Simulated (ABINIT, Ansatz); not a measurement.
# Quasiparticle gap of MgTiF6 (R-3) in ABINIT

Aim: the G0W0 gap of MgTiF6 (R-3) on PBEsol, step by step.

Main program and level: ABINIT 10.8.3; PBEsol and many-body steps on it, plane waves.

## Step 1: The structure

It takes space group R-3 (No. 148, trigonal). Conventional cell: a = 5.217 Å, b = 5.217 Å, c = 13.334 Å, α = 90.00°, β = 90.00°, γ = 120.00°. Nearest to Mg lie 6 F at 1.97 Å. Nearest to Ti lie 6 F at 1.87 Å. Nearest to F lie 1 Ti at 1.87 Å and 1 Mg at 1.97 Å. Farther neighbours, and contacts between anions beyond the nearest, are not listed.

The cell and positions are those that the Materials Project relaxed with its own functionals (PBE, PBE+U or r2SCAN), kept fixed.

## Step 2: Ground state

This step: ABINIT 10.8.3; DFT, PBEsol, plane waves, norm-conserving pseudopotentials.

The ground-state density comes first.

run.abi

```
acell 3*1.0 Angstrom
rprim 
  2.608280093927 1.505891214373 4.444507563992
  -2.608280093927 1.505891214373 4.444507563992
  0.000000000000 -3.011782428679 4.444507564015
ntypat 3
znucl 12 22 9
natom 8
typat 1 2 3 3 3 3 3 3
xred 
  0.500000000000 0.500000000000 0.500000000000
  0.000000000000 0.000000000000 0.000000000000
  0.671617650000 0.842455580000 0.242244330000
  0.842455580000 0.242244330000 0.671617650000
  0.757755670000 0.328382350000 0.157544420000
  0.157544420000 0.757755670000 0.328382350000
  0.328382350000 0.157544420000 0.757755670000
  0.242244330000 0.671617650000 0.842455580000
pp_dirpath "pseudos"
pseudos "Mg.upf, Ti.upf, F.upf"
ecut 38
ngkpt 6 6 6
nshiftk 1
shiftk 0 0 0
kptopt 1
chksymbreak 0
nband 40
occopt 1
tolvrs 1e-10
nstep 60
prtwf 0
optforces 0
optstress 0
indata_prefix "in"
outdata_prefix "out"
tmpdata_prefix "tmp"
```

On the command line:

```
$ OMP_NUM_THREADS=1 mpirun -n 4 abinit run.abi > log
```

Standard output:

```text
.Version 10.8.3 of ABINIT. v10.8.2 released Aug 2026.

 Symmetries : space group R-3 (#148); Bravais hR (rhombohedral)
================================================================================
 Values of the parameters that define the memory need of the present run
     intxc =       0    ionmov =       0      iscf =       7    lmnmax =       6
     lnmax =       6     mgfft =      60  mpssoang =       3    mqgrid =    3001
     natom =       8  nloc_mem =       1    nspden =       1   nspinor =       1
    nsppol =       1      nsym =       6    n1xccc =    2501    ntypat =       3
    occopt =       1   xclevel =       2
-    mband =          40        mffmem =           1         mkmem =          10
       mpw =        7937          nfft =      216000          nkpt =          40
================================================================================
  Rough estimation (10% accuracy) of disk space for files :
================================================================================

--------------------------------------------------------------------------------
------------- Echo of variables that govern the present computation ------------
--------------------------------------------------------------------------------
 -outvars: echo values of preprocessed input variables --------
            acell      1.8897261259E+00  1.8897261259E+00  1.8897261259E+00 Bohr

      chksymbreak           0
             ecut      3.80000000E+01 Hartree
-          fftalg         312

              ixc     -116133
              kpt      0.00000000E+00  0.00000000E+00  0.00000000E+00
                       1.66666667E-01  0.00000000E+00  0.00000000E+00
                       3.33333333E-01  0.00000000E+00  0.00000000E+00
                       5.00000000E-01  0.00000000E+00  0.00000000E+00
                       1.66666667E-01  1.66666667E-01  0.00000000E+00
                       3.33333333E-01  1.66666667E-01  0.00000000E+00
                       5.00000000E-01  1.66666667E-01  0.00000000E+00
                      -3.33333333E-01  1.66666667E-01  0.00000000E+00
                      -1.66666667E-01  1.66666667E-01  0.00000000E+00
   [... 29 further rows ...]
                      -3.33333333E-01  5.00000000E-01  3.33333333E-01
                       5.00000000E-01  5.00000000E-01  5.00000000E-01
         kptrlatt        6    0    0      0    6    0      0    0    6
          kptrlen      5.91472204E+01
P           mkmem          10
            natom           8
            nband          40
            ngfft          60      60      60
             nkpt          40
            nstep          60
             nsym           6
           ntypat           3
              occ      2.000000  2.000000  2.000000  2.000000  2.000000  2.000000
                       2.000000  2.000000  2.000000  2.000000  2.000000  2.000000
                       2.000000  2.000000  2.000000  2.000000  2.000000  2.000000
                       2.000000  2.000000  2.000000  2.000000  2.000000  2.000000
                       2.000000  2.000000  2.000000  2.000000  2.000000  2.000000
                       2.000000  2.000000  0.000000  0.000000  0.000000  0.000000
                       0.000000  0.000000  0.000000  0.000000
        optforces           0
        optstress           0
            prtwf           0
            rprim      2.6082800939E+00  1.5058912144E+00  4.4445075640E+00
[...]
spgroup         148

           tolvrs      1.00000000E-10

             xred      5.0000000000E-01  5.0000000000E-01  5.0000000000E-01
[...]
znucl       12.00000   22.00000    9.00000

================================================================================

 chkinp: Checking input parameters for consistency.

================================================================================
== DATASET  1 ==================================================================
-   mpi_nproc: 4, omp_nthreads: 1 (-1 if OMP is not activated)

--- !DatasetInfo
iteration_state: {dtset: 1, }
dimensions: {natom: 8, nkpt: 40, mband: 40, nsppol: 1, nspinor: 1, nspden: 1, mpw: 7937, }
cutoff_energies: {ecut:  38.0, pawecutdg:  -1.0, }
electrons: {nelect:   6.40000000E+01, charge:   0.00000000E+00, occopt:   1.00000000E+00, tsmear:   1.00000000E-02, }

 Real(R)+Recip(G) space primitive vectors, cartesian coordinates (Bohr,Bohr^-1):
 R(1)=  4.9289350  2.8457220  8.3989021  G(1)=  0.1014418  0.0585674  0.0396877
 R(2)= -4.9289350  2.8457220  8.3989021  G(2)= -0.1014418  0.0585674  0.0396877
 R(3)=  0.0000000 -5.6914439  8.3989021  G(3)=  0.0000000 -0.1171349  0.0396877
 Unit cell volume ucvol=  7.0683709E+02 bohr^3
 Angles (23,13,12)=  5.81321410E+01  5.81321410E+01  5.81321410E+01 degrees

 getcut: wavevector=  0.0000  0.0000  0.0000  ngfft=  60  60  60
         ecut(hartree)=     38.000   => boxcut(ratio)=   2.13122

--- Pseudopotential description ------------------------------------------------
- Mg Generated using ONCVPSP code by D. R. Hamann
- 12.00000  10.00000  180301                  znucl, zion, pspdat
12 -116133 1 -1 1510                          pspcod,pspxc,lmax,lloc,mmax
     nproj     2     2     0
  pspatm : epsatm=    9.18226799
         --- l  ekb(1:nproj) -->
[...]
pspatm: atomic psp has been read  and splines computed

- Ti Generated using ONCVPSP code by D. R. Hamann
- 22.00000  12.00000  180301                  znucl, zion, pspdat
12 -116133 2 -1 1586                          pspcod,pspxc,lmax,lloc,mmax
     nproj     2     2     2
  pspatm : epsatm=   14.76920182
         --- l  ekb(1:nproj) -->
[...]
pspatm: atomic psp has been read  and splines computed

- F Generated using ONCVPSP code by D. R. Hamann
-  9.00000   7.00000  180301                  znucl, zion, pspdat
12 -116133 2 -1 832                           pspcod,pspxc,lmax,lloc,mmax
     nproj     2     2     1
  pspatm : epsatm=    4.89824381
         --- l  ekb(1:nproj) -->
[...]
2   -2.394754
 pspatm: atomic psp has been read  and splines computed

   3.41381969E+03                                ecore*ucvol(ha*bohr**3)
--------------------------------------------------------------------------------

_setup2: Arith. and geom. avg. npw (full set) are    7908.755    7908.746

================================================================================

--- !BeginCycle
iteration_state: {dtset: 1, }
solver: {iscf: 7, nstep: 60, nline: 4, wfoptalg: 0, }
tolerances: {tolvrs: 1.00E-10, }

     iter   Etot(hartree)      deltaE(h)  residm     vres2
 ETOT  1  -265.91742566890    -2.659E+02 1.813E-01 1.875E+03
 ETOT  2  -263.97447311183     1.943E+00 4.669E-02 1.587E+04
 ETOT  3  -266.42656021324    -2.452E+00 2.292E-02 5.307E+02
 ETOT  4  -266.44738169734    -2.082E-02 9.980E-03 2.448E+02
 ETOT  5  -266.47196661786    -2.458E-02 4.926E-03 3.039E+01
 ETOT  6  -266.47472549996    -2.759E-03 2.006E-03 2.723E+00
 ETOT  7  -266.47496168285    -2.362E-04 9.576E-03 2.123E-01
 ETOT  8  -266.47498353896    -2.186E-05 1.748E-03 1.933E-02
 ETOT  9  -266.47498541744    -1.878E-06 1.795E-03 1.363E-03
 ETOT 10  -266.47498555628    -1.388E-07 2.449E-04 4.671E-06
 ETOT 11  -266.47498555679    -5.055E-10 3.262E-04 1.423E-07
 ETOT 12  -266.47498555681    -2.109E-11 6.730E-05 2.262E-09
 ETOT 13  -266.47498555681     1.535E-12 8.949E-05 9.530E-11

 At SCF step   13       vres2   =  9.53E-11 < tolvrs=  1.00E-10 =>converged.

--- !ResultsGS
iteration_state: {dtset: 1, }
comment   : Summary of ground state results
lattice_vectors:
- [  4.9289350,   2.8457220,   8.3989021, ]
- [ -4.9289350,   2.8457220,   8.3989021, ]
- [  0.0000000,  -5.6914439,   8.3989021, ]
lattice_lengths: [  10.14564,   10.14564,   10.14564, ]
lattice_angles: [ 58.132,  58.132,  58.132, ] # degrees, (23, 13, 12)
lattice_volume:   7.0683709E+02
convergence: {deltae:  1.535E-12, res2:  9.530E-11, residm:  8.949E-05, diffor:  0.000E+00, }
etotal    :  -2.66474986E+02
entropy   :   0.00000000E+00
fermie    :  -6.17074629E-02
cartesian_stress_tensor: null
pressure_GPa: null
xred      :
- [  5.0000E-01,   5.0000E-01,   5.0000E-01, Mg]
- [  0.0000E+00,   0.0000E+00,   0.0000E+00, Ti]
- [  6.7162E-01,   8.4246E-01,   2.4224E-01,  F]
- [  8.4246E-01,   2.4224E-01,   6.7162E-01,  F]
- [  7.5776E-01,   3.2838E-01,   1.5754E-01,  F]
- [  1.5754E-01,   7.5776E-01,   3.2838E-01,  F]
- [  3.2838E-01,   1.5754E-01,   7.5776E-01,  F]
- [  2.4224E-01,   6.7162E-01,   8.4246E-01,  F]
cartesian_forces: null
force_length_stats: {min: null, max: null, mean: null, }

 Integrated electronic density in atomic spheres:
 ------------------------------------------------
 Atom  Sphere_radius  Integrated_density
[...]
================================================================================

 ----iterations are completed or convergence reached----

 Mean square residual over all n,k,spin=   16.068E-08; max=  89.490E-06
 reduced coordinates (array xred) for    8 atoms
[...]
0.842456      0.242244      0.671618
       0.757756      0.328382      0.157544
       0.157544      0.757756      0.328382
       0.328382      0.157544      0.757756
       0.242244      0.671618      0.842456
 rms dE/dt=  0.0000E+00; max dE/dt=  0.0000E+00; dE/dt below (all hartree)
    1       0.000000      0.000000      0.000000
    2       0.000000      0.000000      0.000000
    3       0.000000      0.000000      0.000000
    4       0.000000      0.000000      0.000000
    5       0.000000      0.000000      0.000000
    6       0.000000      0.000000      0.000000
    7       0.000000      0.000000      0.000000
    8       0.000000      0.000000      0.000000

 cartesian coordinates (angstrom) at end:
    1      0.000000     3.35e-11     6.666761
    2      0.000000     0.000000     0.000000
    3     -0.445593     1.550442     7.805967
    4      1.565519    -0.389326     7.805967
    5      1.119926     1.161116     5.527556
    6     -1.565519     0.389326     5.527556
    7      0.445593    -1.550442     5.527556
    8     -1.119926    -1.161116     7.805967
 length scales=  1.889726  1.889726  1.889726 bohr
              =  1.000000  1.000000  1.000000 angstroms
 prteigrs : about to open file out_EIG
 Fermi (or HOMO) energy (hartree) =  -0.06171   Average Vxc (hartree)=  -0.33937
 Eigenvalues (hartree) for nkpt=  40  k points:
 kpt#   1, nband= 40, wtk=  0.00463, kpt=  0.0000  0.0000  0.0000 (reduced coord)
  -2.64394   -2.08776   -1.43010   -1.43010   -1.43005   -1.22260   -1.22260   -1.22233
  -0.80798   -0.78596   -0.78596   -0.77443   -0.77406   -0.77406   -0.20150   -0.17224
  -0.17224   -0.15935   -0.15598   -0.15598   -0.15097   -0.15097   -0.14552   -0.09027
  -0.08041   -0.08041   -0.07604   -0.07604   -0.07551   -0.07025   -0.06171   -0.06171
   0.11791    0.11791    0.11794    0.22058    0.22058    0.24981    0.42692    0.49076
 prteigrs : prtvol=0 or 1, do not print more k-points.

--- !EnergyTerms
iteration_state     : {dtset: 1, }
comment             : Components of total free energy in Hartree
kinetic             :  1.534979E+02
hartree             :  9.608495E+01
xc                  : -4.898318E+01
Ewald energy        : -1.438992E+02
psp_core            :  4.829712E+00
local_psp           : -2.949492E+02
non_local_psp       : -3.305598E+01
total_energy        : -2.664750E+02
total_energy_eV     : -7.251154E+03
band_energy         : -3.909899E+01

== END DATASET(S) ==============================================================
================================================================================

 -outvars: echo values of variables after computation  --------
           etotal     -2.6647498556E+02
            nband          40
             nkpt          40
          spgroup         148
 [... the other variables as echoed above ...]

 Calculation completed.
```

Elapsed: 3 min, on 4 MPI ranks of Arm Neoverse V2, shared host; peak memory 0.63 GiB.

This step gave:

```yaml
total_energy: -7251.1538 eV
gap: 4.879 eV
k_of_the_valence_top: 0, 0, 0
k_of_the_conduction_bottom: 0.5, 0.5, 0
least_direct_gap: 4.888 eV
```

The gap is indirect, with the least direct gap 0.009 eV higher.

(Part 1 of 3 ends here.)

[Long decimals in the printed logs are rounded to 6 places.]

[Logs are printed without paths, hosts, clocks, repeated set-up lines and the standing remarks that a program may print on its own settings, such as how far it seeks lower states.]

[Paths, hosts, dates, memory and timing lines, banners, echoed tables and standing remarks are left out of the program output; an Ansatz launch command may be rebuilt from the run's recorded settings. Measured values are a selection of at most five: reports struck by readers or far from the other reports are left out. None is set beside runs whose start may be inverted or whose files or cutoffs have a known fault.]

[Runs of the session that timed out or met a known fault of the program may be left out.]

[Hosts, paths, dates, database ids (printed as entryN), source tags and the programs' standing remarks are cut or masked in the printed files.]

[G0W0 gaps are taken among the corrected bands and points alone; a level outside them can change the order at an edge.]

[Where Ansatz stands beside ABINIT at settings called matched, ABINIT's density can come from a denser mesh and the files from another edition; pairs whose starting gaps differed by over 0.03 eV were left out, so agreement reads better than it is.]
